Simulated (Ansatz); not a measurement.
**Te2Mo (P6_3/mmc): the dielectric response by several routes**

How strongly does Te2Mo (P6_3/mmc) screen? Routes: perturbation theory, a sum over states and the RPA step of G0W0.

Program: Ansatz 0.2.0. Level of theory: linear response on PBE, plane waves, PAW. Results are calculated unless marked as measured.

## Step 1: Set-up

The structure is hexagonal, space group P6_3/mmc (No. 194). Conventional cell: a = 3.518 Å, b = 3.518 Å, c = 13.974 Å, α = 90.00°, β = 90.00°, γ = 120.00°. Nearest to Te lie 3 Mo at 2.72 Å. Nearest to Mo lie 6 Te at 2.72 Å. Farther neighbours and most contacts between anions are not listed.

Structure file:

```cif
data_structure
_symmetry_space_group_name_H-M 'P 1'
_symmetry_Int_Tables_number 1
_cell_length_a 3.5182
_cell_length_b 3.5182
_cell_length_c 13.9736
_cell_angle_alpha 90.000
_cell_angle_beta 90.000
_cell_angle_gamma 120.000
_cell_volume 149.79
loop_
_atom_site_label
_atom_site_type_symbol
_atom_site_fract_x
_atom_site_fract_y
_atom_site_fract_z
_atom_site_occupancy
Te1 Te 0.33333 0.66667 0.62100 1
Te2 Te 0.66667 0.33333 0.12100 1
Te3 Te 0.33333 0.66667 0.87900 1
Te4 Te 0.66667 0.33333 0.37900 1
Mo5 Mo 0.33333 0.66667 0.25000 1
Mo6 Mo 0.66667 0.33333 0.75000 1
```

The cell and positions come from the Crystallography Open Database and are kept as given unless a step says otherwise. Spin-orbit coupling is left out unless a step names it. The default PAW set here is soft_2. Its files were made with PBE.

## Step 2: Response to a homogeneous field

The response to a uniform field gives ε∞, a yardstick for the screening that GW builds on its mesh.

This step: dielectric response by perturbation theory, PBE, plane waves, PAW.

Input file input.yaml:

```yaml
crystal:
  lattice:
    - [3.5182, 0.0, 0.0]
    - [-1.7591, 3.0468505756, 0.0]
    - [0.0, 0.0, 13.9736]
  atoms:
    - { symbol: Te, position: [0.3333333333, 0.6666666667, 0.621] }
    - { symbol: Te, position: [0.6666666667, 0.3333333333, 0.121] }
    - { symbol: Te, position: [0.3333333333, 0.6666666667, 0.879] }
    - { symbol: Te, position: [0.6666666667, 0.3333333333, 0.379] }
    - { symbol: Mo, position: [0.3333333333, 0.6666666667, 0.25] }
    - { symbol: Mo, position: [0.6666666667, 0.3333333333, 0.75] }
kpoints:
  mp_grid: { grid: [9, 9, 2] }
hamiltonian:
  xc: pbe
scf:
  occupations: { method: fixed }
dielectric: {}
```

The run is started by

```sh
$ ansatz run input.yaml --threads 3 --pin off --max-ram 92160MiB --backend cuda --events-out ev --progress --plain --runs-dir out --devices 1 --max-vram 13GiB  # rebuilt from the run's record
```

Numbers of over 12 decimals in the logs are rounded to 6 here.

The program printed:

```text
GPUs: using 1 of 1 available (devices: 1).
Engine: ansatz 0.2.0, x86_64-unknown-linux-gnu
Pseudopotentials: kind: paw
Pseudopotential: Te, paw, valence charge 16, recommended cutoff 420 eV (normal), Te.paw.azcp
Pseudopotential: Mo, paw, valence charge 14, recommended cutoff 420 eV (normal), Mo.paw.azcp
Functional definition: PBE
  parameter kappa = 0.804
  parameter beta = 0.066725
  exchange = pbe_x(kappa = kappa, mu = beta*pi^2/3)
  correlation = pbe_c(beta = beta)
device memory: the entry about to start is reckoned to put 2.9 GiB on a device that reports 53.6 GiB free (of which the cap on the GPU budget leaves the run 13.0 GiB)
GPU FFT provider: cuFFT
GPU libraries: cuBLAS 13.8.2, cuFFT 12.4.0, cuSOLVER 12.3.4
Crystal: 6 atoms, lattice volume = 149.789 Å³
Basis set: ecut = 420 eV, 2909 PW (Γ), exchange–correlation on 48×48×192 points (8 copies of the dense FFT grid, shifted against one another)
Bands: 56, of which v1, the nominal top of the filled ones, is band 46 counted from 1 (45 counted from 0)
Symmetry: 24 space group operations
k-points: 50 of 162 (irreducible under 2 space group operations, time reversal used)
Non-local potential: Te, projectors of the file, l = 0: 2, l = 1: 2, l = 2: 2, l = 3: 2
Non-local potential: Mo, projectors of the file, l = 0: 3, l = 1: 2, l = 2: 2, l = 3: 1
PAW form: soft (Blöchl's): semilocal exchange-correlation on the pseudo side does not see the compensation charge
PAW one-centre angular grid: Te, 590 points (default); XC on 64 Gauss nodes
PAW one-centre angular grid: Mo, 590 points (default); XC on 64 Gauss nodes
Initial density: superposition of atomic densities (neutral atoms: chi_scale 0, normalization atom), corrected by the library's trained network
Initial wavefunctions: pseudopotential atomic-orbital guess
GPU buffer pool allocated for 55296 grid points (all kernels)
GPU transforms: local potential and band sums: pruned to the plane-wave sphere, on 24×24×96
Functional: x = pbe(κ = 0.804, μ = 0.219515), c = pbe(β = 0.066725)
SCF iter   1: F=—  HF=-37833.381117 eV  |F-HF|=—  |Δ(HF+E_count)|=         —  Δρ=4.19e-3  dr2=8.76e-3  ethr=1.77e-3  ⟨swp⟩=5.1  Hψ=8770  notcnv=0  defer=344
preconditioner: auto → Resta (q_TF=auto, 2.515 Å⁻¹)  ε∞=6.9  [insulator: Δε(μ)=0.789 eV  Ē_g=7.483 eV  n_scr=52 (ndim 8)  ℏωp=18.2 eV  f_vac=0.021  ε∞_Penn≈6.9]
SCF iter   2: F=—  HF=-37833.389479 eV  |F-HF|=—  |Δ(HF+E_count)|=   8.36e-3  Δρ=2.48e-3  dr2=3.03e-3  ethr=9.52e-6  ⟨swp⟩=2.4  Hψ=4278  notcnv=0  defer=400
SCF iter   3: F=—  HF=-37833.393807 eV  |F-HF|=—  |Δ(HF+E_count)|=   4.33e-3  Δρ=1.00e-3  dr2=2.75e-3  ethr=3.29e-6  ⟨swp⟩=2.0  Hψ=3549  notcnv=0  defer=398
SCF iter   4: F=—  HF=-37833.394103 eV  |F-HF|=—  |Δ(HF+E_count)|=   2.95e-4  Δρ=1.25e-4  dr2=1.91e-5  ethr=2.99e-6  ⟨swp⟩=2.0  Hψ=3238  notcnv=0  defer=398
SCF iter   5: F=—  HF=-37833.393787 eV  |F-HF|=—  |Δ(HF+E_count)|=   3.15e-4  Δρ=5.27e-5  dr2=4.57e-6  ethr=2.08e-8  ⟨swp⟩=2.2  Hψ=3913  notcnv=0  defer=273
SCF iter   6: F=—  HF=-37833.394403 eV  |F-HF|=—  |Δ(HF+E_count)|=   6.16e-4  Δρ=1.30e-5  dr2=3.07e-7  ethr=4.97e-9  ⟨swp⟩=2.0  Hψ=3560  notcnv=0  defer=198
SCF iter   7: F=—  HF=-37833.394404 eV  |F-HF|=—  |Δ(HF+E_count)|=   3.67e-7  Δρ=4.15e-6  dr2=3.30e-8  ethr=3.34e-10  ⟨swp⟩=2.0  Hψ=3511  notcnv=0  defer=197
SCF iter   8: F=—  HF=-37833.394404 eV  |F-HF|=—  |Δ(HF+E_count)|=   2.35e-8  Δρ=1.01e-6  dr2=3.29e-9  ethr=3.59e-11  ⟨swp⟩=2.6  Hψ=4233  notcnv=0  defer=197
SCF iter   9: F=—  HF=-37833.394404 eV  |F-HF|=—  |Δ(HF+E_count)|=  9.09e-10  Δρ=3.36e-7  dr2=4.91e-10  ethr=3.58e-12  ⟨swp⟩=2.0  Hψ=3381  notcnv=0  defer=197
SCF iter  10: F=-37833.394404 eV  HF=-37833.394404 eV  |F-HF|=7.28e-12  |Δ(HF+E_count)|=  2.18e-11  Δρ=6.48e-8  dr2=1.10e-11  ethr=1.00e-12  ⟨swp⟩=11.3  Hψ=10539  notcnv=0
SCF 1 converged in 10 iterations: F = -37833.394404 eV  dr2 = 1.10e-11
  greatest PAW one-centre occupation: 0.998 electrons in one spin orbital (limit 2), on the Mo atom at site 5 (counted from 0), in its partial waves of l = 0
the response reads at least the filled bands of the reference SCF and the lowest empty band at each k-point, and that SCF's band table does not vouch for those bands. The notice of the band table in this run's record says why
device memory: the entry about to start is reckoned to put 0.8 GiB on a device that reports 53.5 GiB free (of which the cap on the GPU budget leaves the run 12.9 GiB)
NSCF: frozen V_eff on 1 k-points
device memory: the entry about to start is reckoned to put 0.8 GiB on a device that reports 53.5 GiB free (of which the cap on the GPU budget leaves the run 12.9 GiB)
NSCF: frozen V_eff on 1 k-points
device memory: the entry about to start is reckoned to put 0.8 GiB on a device that reports 53.5 GiB free (of which the cap on the GPU budget leaves the run 12.9 GiB)
NSCF: frozen V_eff on 1 k-points
device memory: the entry about to start is reckoned to put 0.8 GiB on a device that reports 53.5 GiB free (of which the cap on the GPU budget leaves the run 12.9 GiB)
NSCF: frozen V_eff on 1 k-points
device memory: the entry about to start is reckoned to put 0.1 GiB (of the 0.3 GiB reckoned in all, the device holds 0.2 GiB already) on a device that reports 53.5 GiB free (of which the cap on the GPU budget leaves the run 12.9 GiB)
device memory: the entry about to start is reckoned to put 2.5 GiB (of the 2.7 GiB reckoned in all, the device holds 0.2 GiB already) on a device that reports 53.4 GiB free (of which the cap on the GPU budget leaves the run 12.9 GiB)
DFPT response loops at Γ: preconditioner auto → Resta (q_TF=auto, 2.515 Å⁻¹)  ε∞=8.8 (no band partly filled); β = 1.00, the filter's whole step (`scf.mixing.beta` (0.50) is not read by the response loops at its default; to damp them type it under 1.00, their step now; it binds the ground state too); Broyden in place of MSR1
── the response to a field inside a basis, on 14×14×4 k-points: an SCF that follows is theirs, and a resumed run solves both again ──
device memory: the entry about to start is reckoned to put 0.8 GiB on a device that reports 48.2 GiB free (of which the cap on the GPU budget leaves the run 12.9 GiB)
GPU FFT provider: cuFFT
GPU libraries: cuBLAS 13.8.2, cuFFT 12.4.0, cuSOLVER 12.3.4
Bands: 47, of which v1, the nominal top of the filled ones, is band 46 counted from 1 (45 counted from 0)
k-points: 112 of 784 (irreducible under 8 space group operations)
Initial density: handed on by an earlier stage of this run
Initial wavefunctions: pseudopotential atomic-orbital guess (no wavefunctions were taken with the density)
GPU buffer pool allocated for 55296 grid points (all kernels)
GPU transforms: band sums: pruned to the plane-wave sphere, on 24×24×96
Eigensolver: Dense (112 Hₖ)
SCF iter   1: F=—  HF=-37833.131328 eV  |F-HF|=—  |Δ(HF+E_count)|=         —  Δρ=3.33e-4  dr2=9.00e-5  ethr=1.00e-1
preconditioner: auto → Resta (q_TF=auto, 2.515 Å⁻¹)  ε∞=10.8  [insulator: Δε(μ)=0.760 eV  Ē_g=5.818 eV  n_scr=52 (ndim 8)  ℏωp=18.2 eV  f_vac=0.019  ε∞_Penn≈10.8]
SCF iter   2: F=—  HF=-37833.131356 eV  |F-HF|=—  |Δ(HF+E_count)|=   2.83e-5  Δρ=1.89e-4  dr2=3.55e-5  ethr=9.78e-8
SCF iter   3: F=—  HF=-37833.131375 eV  |F-HF|=—  |Δ(HF+E_count)|=   1.87e-5  Δρ=4.84e-5  dr2=4.45e-6  ethr=3.86e-8
SCF iter   4: F=—  HF=-37833.131376 eV  |F-HF|=—  |Δ(HF+E_count)|=   9.51e-7  Δρ=3.25e-5  dr2=4.92e-6  ethr=4.83e-9
SCF iter   5: F=-37833.131375 eV  HF=-37833.131375 eV  |F-HF|=1.05e-7  |Δ(HF+E_count)|=   5.31e-7  Δρ=8.09e-6  dr2=9.81e-8  ethr=4.83e-9
SCF 1 converged in 5 iterations: F = -37833.131375 eV  dr2 = 9.81e-8
device memory: the entry about to start is reckoned to put 0.1 GiB (of the 0.5 GiB reckoned in all, the device holds 0.4 GiB already) on a device that reports 47.4 GiB free (of which the cap on the GPU budget leaves the run 12.4 GiB)
device memory: the entry about to start is reckoned to put 4.5 GiB on a device that reports 48.1 GiB free (of which the cap on the GPU budget leaves the run 12.7 GiB)
DFPT response loops at Γ: preconditioner auto → Resta (q_TF=auto, 2.515 Å⁻¹)  ε∞=8.9 (no band partly filled); β = 1.00, the filter's whole step (`scf.mixing.beta` (0.50) is not read by the response loops at its default; to damp them type it under 1.00, their step now; it binds the ground state too); Broyden in place of MSR1
SCF converged after 10 iterations
Free energy (F): -37833.394404 eV
Harris-Foulkes:  -37833.394404 eV  (|F-HF|=7.28e-12)
Internal energy: -37833.394404 eV  (E = F + TS)
E sigma→0 (E₀):  -37833.394404 eV
Fermi energy:    12.477941 eV
--- Per-component energies (eV) ---
  E_band       = -1144.063244
  E_kinetic    = 1609.781152
  E_local      = -7394.326938  (includes V_loc(G=0)·N_el)
  E_nonlocal   = -952.598750
  E_hartree    = 4140.466807
  E_xc         = -866.129685
  E_vxc        = -877.432944  (∫ρ·V_xc dr)
  E_paw        = -25053.964774  (= ΣΔE_a)
  E_vpaw       = -1810.418945  (= ΣTr[D̂ρ^β])
  E_aug_tail   = -0.000600  (compensation charges beyond the density's cutoff)
  E_ewald      = -9316.621616
  E_smearing   = -0.000000  (= −TS)
  E_closure    = 0.000000  (closes the sum)
  Σ components = -37833.394404   (vs F -37833.394404, Δ=0.00e0)
--- Band table (eV; the first three rows and the last of 50) ---
  k-point 0: bands = [... 42 lower, 11.4638, 11.4638, 12.1534, 12.4779, 15.3792, 15.3792, 15.5120, 15.5120, ... 6 higher]
  k-point 1: bands = [... 42 lower, 11.4462, 11.4462, 12.3964, 12.3964, 15.4169, 15.4169, 15.4169, 15.4169, ... 6 higher]
  k-point 2: bands = [... 42 lower, 11.4066, 11.4702, 12.2915, 12.3664, 14.8753, 14.8907, 14.9104, 15.0075, ... 6 higher]
  k-point 49: bands = [... 42 lower, 11.0238, 11.0238, 11.8892, 11.8892, 13.5858, 13.5858, 14.0645, 14.0645, ... 6 higher]
--- Dielectric response (ions clamped): 3 representative field directions + reference, inside a basis on a mesh of 784 k-points (Σ response iterations 15) ---
  ε∞ (high-frequency dielectric tensor):
       20.016677     0.000000     0.000000
        0.000000    20.016677     0.000000
        0.000000     0.000000    10.809610
  Born effective charges Z* (e; rows j = field, columns β = displacement):
    site 0:
         1.61587    0.00000    0.00000
         0.00000    1.61587   -0.00000
         0.00000   -0.00000    0.84978
    site 1:
         1.61587    0.00000   -0.00000
         0.00000    1.61587    0.00000
         0.00000    0.00000    0.84978
    site 2:
         1.61587    0.00000    0.00000
         0.00000    1.61587    0.00000
        -0.00000    0.00000    0.84978
    site 3:
         1.61587    0.00000   -0.00000
         0.00000    1.61587   -0.00000
        -0.00000   -0.00000    0.84978
    site 4:
        -3.23175   -0.00000    0.00000
        -0.00000   -3.23175   -0.00000
         0.00000    0.00000   -1.69956
    site 5:
        -3.23175    0.00000    0.00000
         0.00000   -3.23175   -0.00000
         0.00000    0.00000   -1.69956
  Z* charge neutrality: 1.283e-2 e pre-enforcement
  solved inside a basis spanned on kpoints, on 14×14×4 k-points, its susceptibility summed on 16×16×4: ε∞ is read to err by 9.2e-2, Z* by 2.3e-2 e (field_mesh: kpoints solves on kpoints); Z* is corrected for what the basis lacks
```

Wall time 84 s (1 × NVIDIA H100 80GB HBM3 (shared by 6 runs) with 3 threads of AMD EPYC 7R13 (Zen 3), shared host); peak memory 4.5 GiB.

The column dr2 measures how far the density is from self-consistency, as an energy; F and HF (Harris–Foulkes) agree once it is small.

This step gave:

```
stated error of ε∞ : 0.092
```

One over ε∞ averages 0.06, well under the quarter of exact exchange in PBE0, which by this rule of thumb may open the gap too far.

High-frequency dielectric tensor:

```
20.02  0.00  0.00
 0.00 20.02  0.00
 0.00  0.00 10.81
```

Born effective charge (e), principal values of the symmetric part by kind of site:

```csv
atom,atoms with these values,low,middle,high,mean
Te1,4,0.85,1.62,1.62,1.36
Mo5,2,-3.23,-3.23,-1.70,-2.72
```

In full for Mo5:

```
-3.23  0.00  0.00
 0.00 -3.23  0.00
 0.00  0.00 -1.70
```

## Step 3: Independent-particle spectrum

The independent-particle spectrum shows where the oscillator strength lies, before excitons and local fields.

This step: independent-particle optics on PBE, plane waves, PAW.

input.yaml, as its differences from that of step 2:

```diff
@@ -13,3 +13,3 @@
 kpoints:
-  mp_grid: { grid: [9, 9, 2] }
+  mp_grid: { grid: [12, 12, 2] }
 hamiltonian:
@@ -18,2 +18,4 @@
   occupations: { method: fixed }
-dielectric: {}
+  n_extra_bands: 102
+output:
+  optics: { e_range: [0, 25], de: 0.1, sigma: 0.2 }
```

The program printed:

```text
[...]
GPUs: using 1 of 1 available (devices: 1).
[...]
GPU FFT provider: cuFFT
GPU libraries: cuBLAS 13.8.2, cuFFT 12.4.0, cuSOLVER 12.3.4
Crystal: 6 atoms, lattice volume = 149.789 Å³
Basis set: ecut = 420 eV, 2909 PW (Γ)
Bands: 148, of which v1, the nominal top of the filled ones, is band 46 counted from 1 (45 counted from 0)
Symmetry: 24 space group operations
[...]
k-points: 38 of 288
[...]
GPU buffer pool allocated for 55296 grid points (all kernels)
[...]
SCF iter   1: F=—  HF=-37833.383139 eV  |F-HF|=—  |Δ(HF+E_count)|=         —  Δρ=4.21e-3  dr2=8.84e-3  ethr=1.77e-3  ⟨swp⟩=4.6  Hψ=19336  notcnv=0  defer=3736
[...]
SCF iter  11: F=-37833.394564 eV  HF=-37833.394564 eV  |F-HF|=7.28e-12  |Δ(HF+E_count)|=  3.64e-11  Δρ=2.90e-8  dr2=8.87e-13  ethr=1.00e-12  ⟨swp⟩=14.5  Hψ=47140  notcnv=0
SCF 1 converged in 11 iterations: F = -37833.394564 eV  dr2 = 8.87e-13
[...]
Optics k sum: 0 of 38 k-points
Optics k sum: 2 of 38 k-points
[...]
Optics k sum: 38 of 38 k-points
[...]
SCF converged after 11 iterations
Free energy (F): -37833.394564 eV
[...]
Internal energy: -37833.394564 eV  (E = F + TS)
E sigma→0 (E₀):  -37833.394564 eV
Fermi energy:    12.477931 eV
[...]
--- Band table (eV; the first three rows and the last of 38) ---
  k-point 0: bands = [... 42 lower, 11.4637, 11.4637, 12.1534, 12.4779, 15.3792, 15.3792, 15.5120, 15.5120, ... 98 higher]
  k-point 1: bands = [... 42 lower, 11.4461, 11.4461, 12.3964, 12.3964, 15.4169, 15.4169, 15.4169, 15.4169, ... 98 higher]
  k-point 2: bands = [... 42 lower, 11.4408, 11.4543, 12.3436, 12.3773, 15.0207, 15.1271, 15.1648, 15.2921, ... 98 higher]
  k-point 37: bands = [... 42 lower, 10.4830, 10.4830, 12.2661, 12.2661, 13.4573, 13.4573, 14.1038, 14.1038, ... 98 higher]
```

Elapsed: 62 s, on 1 × NVIDIA H100 80GB HBM3 (shared by 6 runs) with 3 threads; peak memory 2.7 GiB; 1.9 min of CPU time.

Numbers from this step:

```yaml
eps_infinity_without_local_fields_xx_yy_zz: 21.03, 21.03, 14.27
electrons_in_the_f_sum_xx_yy_zz: 77.70, 77.70, 77.33
bands_in_the_explicit_sum_the_static_value_is_completed_to_all_bands: 148
```

The sum gives ε∞ = 21.03 and 14.27 without local fields.

(Part 1 of 2 ends here.)

[Paths, hosts, dates, memory and timing lines, banners, echoed tables and standing remarks are left out of the program output.]

[Logs are printed without paths, hosts, clocks, repeated set-up lines and the standing remarks that a program may print on its own settings, such as how far it seeks lower states.]

[Runs of the session that timed out or met a known fault of the program may be left out.]

[Cells called generated may have been cut or substituted from an entry of the Crystallography Open Database or the Materials Project.]

[Hosts, paths, dates, database ids (printed as entryN), source tags and the programs' standing remarks are cut or masked in the printed files.]
